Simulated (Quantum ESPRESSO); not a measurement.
**LiF (Griceite): the LO frequency by hand**

Aim: work out the LO frequency and the static dielectric constant of LiF (Griceite) from one linear-response run, then check them.

Program: Quantum ESPRESSO 7.5. Level of theory: DFT PBE, scalar-relativistic, plane waves, GBRV ultrasoft pseudopotentials. Results are calculated unless marked as measured.

## 1. Set-up

It takes space group Fm-3m (No. 225, cubic). The conventional cell has a = 4.066 Å, b = 4.066 Å, c = 4.066 Å, α = 90.00°, β = 90.00°, γ = 90.00°. Nearest to Li lie 6 F at 2.03 Å. F has 6 Li at 2.03 Å nearest. Farther neighbours and most contacts between anions are not listed.

This is the cell after its relaxation at this level of theory, not the database cell from which that began.

## 2. What the response run gave

A linear-response run on the relaxed cell, with the response to an electric field; only its zone-centre results are used. Cutoff 55 Ry, k mesh 12×12×12.

The log of the run:

```text
[banners, grids, parts of the stress and lines that vanish by symmetry left out]
Program PHONON v.7.5
     Reading xml data from directory:

[...]
Exchange-correlation= PBE
                           (   1   4   3   4   0   0   0)
[...]
kinetic-energy cut-off    =      55.0000  Ry
     charge density cut-off    =     440.0000  Ry
     convergence threshold     =      1.0E-18
[...]
Exchange-correlation= PBE
                           (   1   4   3   4   0   0   0)
[...]
q = (   0.0000000   0.0000000   0.0000000 )
     49 Sym.Ops. (with q -> -q+G )
     G cutoff =  329.0080  (  17573 G-vectors)     FFT grid: ( 40, 40, 40)
     G cutoff =  164.5040  (   6231 G-vectors)  smooth grid: ( 25, 25, 25)
     number of k points=    72
[...]
Mode symmetry, O_h (m-3m)  point group:
[...]
Dielectric constant
[...]
End of electric fields calculation
          Dielectric constant in cartesian axis
          (       2.041608668      -0.000000000      -0.000000000 )
          (      -0.000000000       2.041608668      -0.000000000 )
          (      -0.000000000      -0.000000000       2.041608668 )
          Effective charges (d Force / dE) in cartesian axis without acoustic sum rule applied (asr)
           atom    1  Li    Mean Z*:        1.05241
      Ex  (        1.05241        0.00000       -0.00000 )
      Ey  (        0.00000        1.05241        0.00000 )
      Ez  (        0.00000        0.00000        1.05241 )
           atom    2  F     Mean Z*:       -1.05134
      Ex  (       -1.05134        0.00000       -0.00000 )
      Ey  (        0.00000       -1.05134       -0.00000 )
      Ez  (        0.00000        0.00000       -1.05134 )
          Effective charges Sum: Mean:        0.00107
[...]
Effective charges (d Force / dE) in cartesian axis with asr applied:
           atom    1  Li    Mean Z*:        1.05188
[...]
atom    2  F     Mean Z*:       -1.05188
[...]
Representation #   1 modes #   1   2   3
[...]
End of self-consistent calculation
     Convergence has been achieved
     Representation #   2 modes #   4   5   6
[...]
End of self-consistent calculation
     Convergence has been achieved
[...]
Dielectric constant in cartesian axis
          (       2.041608668      -0.000000000      -0.000000000 )
          (      -0.000000000       2.041608668      -0.000000000 )
          (      -0.000000000      -0.000000000       2.041608668 )
          Effective charges (d Force / dE) in cartesian axis without acoustic sum rule applied (asr)
           atom    1  Li    Mean Z*:        1.05241
      Ex  (        1.05241        0.00000       -0.00000 )
      Ey  (        0.00000        1.05241        0.00000 )
      Ez  (        0.00000        0.00000        1.05241 )
           atom    2  F     Mean Z*:       -1.05134
      Ex  (       -1.05134        0.00000       -0.00000 )
      Ey  (        0.00000       -1.05134       -0.00000 )
      Ez  (        0.00000        0.00000       -1.05134 )
          Effective charges Sum: Mean:        0.00107
[...]
Effective charges (d Force / dE) in cartesian axis with asr applied:
           atom    1  Li    Mean Z*:        1.05188
[...]
atom    2  F     Mean Z*:       -1.05188
[...]
q = (    0.000000000   0.000000000   0.000000000 )
[...]
freq (    1) =       0.083923 [THz] =       2.799376 [cm-1]
     freq (    2) =       0.083923 [THz] =       2.799376 [cm-1]
     freq (    3) =       0.083923 [THz] =       2.799376 [cm-1]
     freq (    4) =       8.076437 [THz] =     269.400940 [cm-1]
     freq (    5) =       8.076437 [THz] =     269.400940 [cm-1]
     freq (    6) =       8.076437 [THz] =     269.400940 [cm-1]
[...]
Mode symmetry, O_h (m-3m)  point group:
     freq (   1-   3) =          2.8  [cm-1]   --> T_1u G_15  G_4- I
     freq (   4-   6) =        269.4  [cm-1]   --> T_1u G_15  G_4- I

   JOB DONE.
```

```csv
quantity,value
cell volume Ω (Å³),16.806
mass of Li (u),6.940
mass of F (u),18.998
"Born charge of Li, raw (e)",1.052
"Born charge of F, raw (e)",-1.051
ε∞,2.042
ω(TO) after the sum rule (cm⁻¹),269.4
```

## 3. The calculation

The charges must sum to zero over the cell; taking off their mean, 0.001 e, leaves Z* = 1.052 e on Li. In the polar mode Li moves against F, so the reduced mass is μ = 6.94 × 19.00 / 25.94 = 5.083 u.

A longitudinal wave builds up a field that adds to the restoring force: ω(LO)² = ω(TO)² + 4π Z*² / (μ Ω ε∞), in Hartree atomic units. With μ = 9266 electron masses and Ω = 113.41 bohr³ the second term is 6.4803e-06 Ha², or 312153 cm⁻² (1 Ha = 219474.6 cm⁻¹).

So ω(LO) = √(72560 + 312153) = 620.3 cm⁻¹, and by the Lyddane-Sachs-Teller relation ε₀ = ε∞ (ω(LO)/ω(TO))² = 10.82.

## 4. Check against the program

The analysis program adds the same non-analytic term to the full matrix, here for q along (1 0 0).

The log of the run:

```text
[banner, memory and clock lines left out]
Program DYNMAT v.7.5

     Reading Dynamical Matrix from file g.dyn
     ...Force constants read
     ...epsilon and Z* read

     Polarizability (A^3 units)
     multiply by 0.742279 for Clausius-Mossotti correction
         1.393007   -0.000000   -0.000000
        -0.000000    1.393007   -0.000000
        -0.000000   -0.000000    1.393007

     IR activities are in (D/A)^2/amu units

# mode   [cm-1]    [THz]      IR
    1     -0.00   -0.0000    0.0000
    2     -0.00   -0.0000    0.0000
    3      0.00    0.0000    0.0000
    4    269.37    8.0756    5.0219
    5    269.37    8.0756    5.0219
    6    620.27   18.5951    5.0219
```

ε₀ comes from the program's run without a direction of q.

| quantity | by hand | program |
| --- | --- | --- |
| ω(LO) (cm⁻¹) | 620.3 | 620.3 |
| ε₀ | 10.82 | 10.82 |

## 5. Summary of results

- TO mode: 269.4 cm⁻¹
- LO mode: 620.3 cm⁻¹
- static dielectric constant: 10.82

**Reading.** The LO mode of LiF (Griceite) lies at 620 cm⁻¹, 351 cm⁻¹ above the TO mode; the formula meets the program within 0.1 cm⁻¹, as it must for a cubic crystal with one polar mode. ω(LO)² − ω(TO)² goes with Z*²/ε∞: an error of 5 % in ε∞ would move the LO mode by 12.1 cm⁻¹, and semilocal functionals tend to overestimate ε∞. These are harmonic values at zero temperature, at the volume of this functional, for the structure held cubic; stability elsewhere in the zone is no part of this calculation.

[Host names and launcher messages were left out of these logs when they were recorded.]

[Logs are printed without paths, hosts, clocks, repeated set-up lines and the standing remarks that a program may print on its own settings, such as how far it seeks lower states.]

[Hosts, paths, dates, database ids (printed as entryN), source tags and the programs' standing remarks are cut or masked in the printed files.]
